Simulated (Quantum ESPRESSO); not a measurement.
# Work-function anisotropy of Nb, part 2 of 6

Aim: the work function of the low-index faces of Nb, their order, and how far the functional matters.

Quantum ESPRESSO 7.5; plane-wave DFT, PBE, PseudoDojo norm-conserving pseudopotentials.

So far. Step 2 (Relaxing the ions of (110), PBE): The relaxation lowers the energy by 5 meV an atom. On the free atoms the largest force ends at 0.008 eV/Å.

### Step 3. SCF with pw.x of (110), PBE

Both faces of the slab are alike, so a plain periodic cell serves and symmetry is kept.

Level of this step: plane-wave DFT, PBE, PseudoDojo norm-conserving pseudopotentials (Quantum ESPRESSO 7.5).

110.pbe.in reads:

```
&control
  prefix = '110.pbe'
  outdir = './out'
  pseudo_dir = './pseudo'
  calculation = 'scf'
  tprnfor = .true.
/
&system
  ibrav = 0
  nat = 7
  ntyp = 1
  ecutwfc = 74
  ecutrho = 296
  occupations = 'smearing'
  smearing = 'mv'
  degauss = 0.02
/
&electrons
  conv_thr = 1e-07
  mixing_beta = 0.4
  electron_maxstep = 120
  mixing_mode = 'local-TF'
/
ATOMIC_SPECIES
  Nb  92.9064  Nb.dojo-sr-pbe-0.4.1-standard.upf
CELL_PARAMETERS angstrom
  2.33345237791561 -1.65000000000000 0.00000000000000
  2.33345237791561 1.65000000000000 0.00000000000000
  0.00000000000000 0.00000000000000 30.00071426749364
ATOMIC_POSITIONS crystal
  Nb  0.000000000000 0.000000000000 0.268821304200
  Nb  0.500000000000 0.500000000000 0.343689580500
  Nb  0.000000000000 0.000000000000 0.422220105900
  Nb  0.500000000000 0.500000000000 0.500000000000
  Nb  0.000000000000 0.000000000000 0.577779894100
  Nb  0.500000000000 0.500000000000 0.656310419500
  Nb  0.000000000000 0.000000000000 0.731178695800
K_POINTS automatic
  12 12 1 0 0 0
```

The run is started by

```
$ OMP_NUM_THREADS=1 mpirun -n 4 pw.x -nk 4 -in 110.pbe.in > 110.pbe.out
```

What it wrote:

```text
[banner, memory and clock lines left out]
Program PWSCF v.7.5 starts
[citation notice left out]

[...]
Message from routine setup:
[...]
bravais-lattice index     =            0
     lattice parameter (alat)  =       5.4006  a.u.
     unit-cell volume          =    1558.9819 (a.u.)^3
     number of atoms/cell      =            7
     number of atomic types    =            1
     number of electrons       =        91.00
     number of Kohn-Sham states=           55
     kinetic-energy cutoff     =      74.0000  Ry
     charge density cutoff     =     296.0000  Ry
     scf convergence threshold =      1.0E-07
     mixing beta               =       0.4000
     number of iterations used =            8  local-TF  mixing
     Exchange-correlation= PBE
                           (   1   4   3   4   0   0   0)

[...]
PseudoPot. # 1 for Nb read from file:
     ./pseudo/Nb.dojo-sr-pbe-0.4.1-standard.upf
     Pseudo is Norm-conserving + core correction, Zval = 13.0
     Generated using ONCVPSP code by D. R. Hamann
     Using radial grid of 1680 points,  6 beta functions with:
                l(1) =   0
                l(2) =   0
                l(3) =   1
                l(4) =   1
                l(5) =   2
                l(6) =   2

     atomic species   valence    mass     pseudopotential
     Nb               13.00    92.90640     Nb( 1.00)

      8 Sym. Ops., with inversion, found

[...]
number of k points=    43  Marzari-Vanderbilt smearing, width (Ry)=  0.0200
[...]
Dense  grid:   133991 G-vectors     FFT dimensions: (  30,  30, 320)

     Initial potential from superposition of free atoms

     starting charge      90.9837, renormalised to      91.0000

     negative rho (up, down):  1.820E-05 0.000E+00
     Starting wfcs are   70 randomized atomic wfcs

     per-process dynamical memory:   261.9 Mb

     Self-consistent Calculation

     iteration #  1     ecut=    74.00 Ry     beta= 0.40
     Davidson diagonalization with overlap
     ethr =  1.00E-02,  avg # of iterations =  2.9

     negative rho (up, down):  1.394E-08 0.000E+00

     total energy              =    -871.91169657 Ry
     estimated scf accuracy    <       9.43614665 Ry

     iteration #  2     ecut=    74.00 Ry     beta= 0.40
[...]
total energy              =    -871.83937259 Ry
     estimated scf accuracy    <       1.57660911 Ry

     iteration #  3     ecut=    74.00 Ry     beta= 0.40
[...]
total energy              =    -871.82803692 Ry
     estimated scf accuracy    <       0.18408119 Ry

     iteration #  4     ecut=    74.00 Ry     beta= 0.40
[...]
total energy              =    -871.84350500 Ry
     estimated scf accuracy    <       0.15718678 Ry

     iteration #  5     ecut=    74.00 Ry     beta= 0.40
[...]
total energy              =    -871.84814609 Ry
     estimated scf accuracy    <       0.23986352 Ry

     iteration #  6     ecut=    74.00 Ry     beta= 0.40
[...]
total energy              =    -871.85236207 Ry
     estimated scf accuracy    <       0.01196621 Ry

[...]
iteration # 15     ecut=    74.00 Ry     beta= 0.40
[...]
negative rho (up, down):  2.057E-05 0.000E+00

[...]
total energy              =    -871.85152834 Ry
     estimated scf accuracy    <       0.00000109 Ry

     iteration # 16     ecut=    74.00 Ry     beta= 0.40
[...]
total energy              =    -871.85152909 Ry
     estimated scf accuracy    <       0.00000068 Ry

     iteration # 17     ecut=    74.00 Ry     beta= 0.40
[...]
negative rho (up, down):  1.388E-05 0.000E+00

[...]
total energy              =    -871.85152914 Ry
     estimated scf accuracy    <       0.00000029 Ry

     iteration # 18     ecut=    74.00 Ry     beta= 0.40
[...]
End of self-consistent calculation

          k = 0.0000 0.0000 0.0000 ( 16815 PWs)   bands (ev):

   -46.6955 -46.6955 -46.4306 -46.4009 -46.3347 -46.2875 -46.2127 -23.1909
   -23.1555 -22.9034 -22.6119 -22.3555 -22.3549 -22.2941 -22.1365 -22.0834
   -22.0834 -22.0572 -22.0530 -21.9455 -21.8693 -21.8412 -21.8212 -21.8212
   -21.7790 -21.7702 -21.7695 -21.7363   2.1388   2.5632   3.2055   3.8493
     4.1325   4.2336   4.2648   6.2345   6.3203   6.6127   7.0452   7.4617
     7.5050   7.5082   7.8734   7.9946   8.0299   8.1583   8.2035   8.3707
     8.5518   8.7149   9.3092   9.4442   9.9048  10.4738  10.5412

          k = 0.0510 0.0722 0.0000 ( 16811 PWs)   bands (ev):

   -46.6860 -46.6860 -46.4195 -46.3917 -46.3271 -46.2815 -46.2078 -23.1678
   -23.1381 -22.8961 -22.6322 -22.4223 -22.3858 -22.2908 -22.1689 -22.1207
   -22.1195 -22.0779 -22.0682 -21.9543 -21.9270 -21.8558 -21.8521 -21.8263
   -21.8249 -21.8011 -21.7952 -21.7608   2.3493   2.7647   3.3996   4.0475
     4.3380   4.4394   4.4699   6.2870   6.3646   6.6425   7.0605   7.3507
     7.3906   7.5229   7.7825   7.8222   7.9720   8.0608   8.2448   8.3218
     8.4425   8.9072   8.9362   9.4008   9.6569  10.3171  10.4111

[...]
the Fermi energy is     7.9001 ev

!    total energy              =    -871.85152907 Ry
     estimated scf accuracy    <       0.00000009 Ry
     smearing contrib. (-TS)   =       0.00371227 Ry
     internal energy E=F+TS    =    -871.85524135 Ry

     The total energy is F=E-TS. E is the sum of the following terms:
     one-electron contribution =   -7716.83453354 Ry
     hartree contribution      =    3876.89180289 Ry
     xc contribution           =    -182.77889229 Ry
     ewald contribution        =    3150.86638160 Ry

     convergence has been achieved in  18 iterations

     Forces acting on atoms (cartesian axes, Ry/au):

     atom    1 type  1   force =     0.00000000    0.00000000   -0.00071466
     atom    2 type  1   force =     0.00000000    0.00000000   -0.00033159
     atom    3 type  1   force =     0.00000000    0.00000000   -0.00043590
     atom    4 type  1   force =     0.00000000    0.00000000    0.00000000
     atom    5 type  1   force =     0.00000000    0.00000000    0.00043590
     atom    6 type  1   force =     0.00000000    0.00000000    0.00033159
     atom    7 type  1   force =     0.00000000    0.00000000    0.00071466

     Total force =     0.001273     Total SCF correction =     0.002488
     SCF correction compared to forces is large: reduce conv_thr to get better values

[...]
```

Run time: 4.1 min. Hardware: 4 MPI ranks of Arm Neoverse V2, shared host; peak memory 1.4 GiB; 16 min of CPU time.

Numbers from this step:

```
free energy  : -11862.1444 eV
Fermi energy : 7.900 eV
```

### Step 4. Potential by pp.x of (110)

plot_num = 11 writes the bare and Hartree potential. It leaves out exchange and correlation, which fade slowly, so it flattens close to the surface.

110.pbe.pot.in reads:

```
&inputpp
  prefix = '110.pbe'
  outdir = './out'
  filplot = '110.pbe.pot.dat'
  plot_num = 11
/
```

The run is started by

```
$ OMP_NUM_THREADS=1 mpirun -n 4 pp.x -in 110.pbe.pot.in > 110.pbe.pot.out
```

What it wrote:

```text
[banner, memory and clock lines left out]
Program POST-PROC v.7.5 starts

          URL

     ./out/110.pbe.save/

     IMPORTANT: XC functional enforced from input :
     Exchange-correlation= PBE
                           (   1   4   3   4   0   0   0)
     Any further DFT definition will be discarded
     Please, verify this is what you really want

     Calling punch_plot, plot_num =  11
     Writing data to file  110.pbe.pot.dat
     Message from routine chdens:
     namelist plot not found or invalid, exiting
```

Run time: 0.73 s. Hardware: 4 MPI ranks; peak memory 0.09 GiB.

This step gave:

| Property | Result |
| --- | --- |
| work function of the upper face | 4.533 eV |
| slope of the potential above | 0.001024 eV/Å |
| upper vacuum line continued to the top atoms, over the Fermi level | 4.527 eV |
| work function of the lower face | 4.533 eV |
| slope of the potential below | -6.53e-4 eV/Å |
| lower vacuum line continued to the bottom atoms, over the Fermi level | 4.529 eV |

The potential energy, planar mean oscillates, so the rows of the table below give means over windows of 2.34 Å about each position, cut where the curve ends. Its maxima inside the range that stand out by 2 % of the span (Å: eV): 9.2: -1.83, 11.5: -1.03, 13.9: -1.21, 16.1: -1.21, 18.5: -1.03, 20.8: -1.83. Its minima: 8.1: -35.7, 10.3: -35.5, 12.7: -35.4, 15.0: -35.4, 17.3: -35.4, 19.7: -35.5, 21.9: -35.7.

Electrostatic potential energy of an electron; zero at the Fermi level. The potential energy, planar mean by z; means over each step:

```tsv
z (Å)	potential energy, planar mean (eV)
1.17	4.53
3.51	4.53
5.85	3.45
8.19	-14.8
10.53	-14.5
12.87	-14.5
15.21	-14.5
17.55	-14.4
19.89	-14.7
22.23	-14.2
24.57	4.10
26.91	4.53
29.25	4.53
```

### Step 5. SCF with pw.x of (110), PBEsol

The same atoms under a second functional.

Level of this step: plane-wave DFT, PBEsol, PseudoDojo norm-conserving pseudopotentials (Quantum ESPRESSO 7.5).

110.pbesol.in, as its differences from the input of step 3:

```diff
@@ -1,3 +1,3 @@
 &control
-  prefix = '110.pbe'
+  prefix = '110.pbesol'
   outdir = './out'
@@ -24,3 +24,3 @@
 ATOMIC_SPECIES
-  Nb  92.9064  Nb.dojo-sr-pbe-0.4.1-standard.upf
+  Nb  92.9064  Nb.dojo-sr-pbesol-0.4.1-standard.upf
 CELL_PARAMETERS angstrom
```

The run is started by

```
$ OMP_NUM_THREADS=1 mpirun -n 4 pw.x -nk 4 -in 110.pbesol.in > 110.pbesol.out
```

What it wrote:

```text
[banner, memory and clock lines left out]
Program PWSCF v.7.5 starts
[...]
Message from routine setup:
[...]
number of electrons       =        91.00
     number of Kohn-Sham states=           55
     kinetic-energy cutoff     =      74.0000  Ry
     charge density cutoff     =     296.0000  Ry
[...]
number of k points=    43  Marzari-Vanderbilt smearing, width (Ry)=  0.0200
[...]
Dense  grid:   133991 G-vectors     FFT dimensions: (  30,  30, 320)
[...]
negative rho (up, down):  1.806E-05 0.000E+00
     Starting wfcs are   70 randomized atomic wfcs
[...]
negative rho (up, down):  1.595E-08 0.000E+00
[...]
estimated scf accuracy    <       9.31920746 Ry
[...]
estimated scf accuracy    <       1.59341340 Ry
[...]
estimated scf accuracy    <       0.17892874 Ry
[...]
estimated scf accuracy    <       0.15693968 Ry
[...]
estimated scf accuracy    <       0.18163640 Ry
[...]
estimated scf accuracy    <       0.01692854 Ry
[...]
estimated scf accuracy    <       0.04254675 Ry
[...]
negative rho (up, down):  3.554E-04 0.000E+00
[...]
estimated scf accuracy    <       0.03292617 Ry
[...]
estimated scf accuracy    <       0.04117587 Ry
[...]
negative rho (up, down):  3.491E-03 0.000E+00
[...]
estimated scf accuracy    <       0.00154095 Ry
[...]
negative rho (up, down):  1.708E-03 0.000E+00
[...]
estimated scf accuracy    <       0.00194177 Ry
[...]
negative rho (up, down):  1.306E-03 0.000E+00
[...]
estimated scf accuracy    <       0.00015517 Ry
[...]
negative rho (up, down):  3.644E-04 0.000E+00
[...]
estimated scf accuracy    <       0.00004495 Ry
[...]
negative rho (up, down):  1.486E-05 0.000E+00
[...]
estimated scf accuracy    <       0.00000611 Ry
[...]
negative rho (up, down):  6.196E-06 0.000E+00
[...]
estimated scf accuracy    <       0.00000073 Ry
[...]
negative rho (up, down):  1.524E-06 0.000E+00
[...]
estimated scf accuracy    <       0.00000011 Ry
[...]
the Fermi energy is     7.7791 ev
!    total energy              =    -871.35418978 Ry
     estimated scf accuracy    <       0.00000002 Ry
     smearing contrib. (-TS)   =       0.00369085 Ry
     internal energy E=F+TS    =    -871.35788063 Ry
[...]
one-electron contribution =   -7717.37315534 Ry
     hartree contribution      =    3876.78650500 Ry
     xc contribution           =    -181.63761191 Ry
     ewald contribution        =    3150.86638160 Ry
     convergence has been achieved in  17 iterations
[...]
Total force =     0.016438     Total SCF correction =     0.000892
[...]
```

Elapsed: 4 min, on 4 MPI ranks; peak memory 1.4 GiB; 16 min of CPU time.

This step gave:

- free energy: -11855.3777 eV
- Fermi energy: 7.779 eV

### Step 6. Potential by pp.x of (110)

110.pbesol.pot.in reads:

```
&inputpp
  prefix = '110.pbesol'
  outdir = './out'
  filplot = '110.pbesol.pot.dat'
  plot_num = 11
/
```

The run is started by

```
$ OMP_NUM_THREADS=1 mpirun -n 4 pp.x -in 110.pbesol.pot.in > 110.pbesol.pot.out
```

The job ended after 0.73 s (4 MPI ranks; peak memory 0.11 GiB).

This step gave:

| Quantity | Value |
| --- | --- |
| work function of the upper face | 4.627 eV |
| slope of the potential above | 8.97e-4 eV/Å |
| upper vacuum line continued to the top atoms, over the Fermi level | 4.622 eV |
| work function of the lower face | 4.627 eV |
| slope of the potential below | -5.70e-4 eV/Å |
| lower vacuum line continued to the bottom atoms, over the Fermi level | 4.624 eV |

On (110) the work function under PBEsol lies +0.09 eV from PBE's.

[end of part 2 of 6]

[Logs are printed without paths, hosts, clocks, repeated set-up lines and the standing remarks that a program may print on its own settings, such as how far it seeks lower states.]

[Hosts, paths, dates, database ids (printed as entryN), source tags and the programs' standing remarks are cut or masked in the printed files.]

[Maps of the electrostatic potential energy from Ansatz leave out the sawtooth potential of an applied field or a dipole correction, so their vacuum need not be flat; planar profiles and work functions include it.]
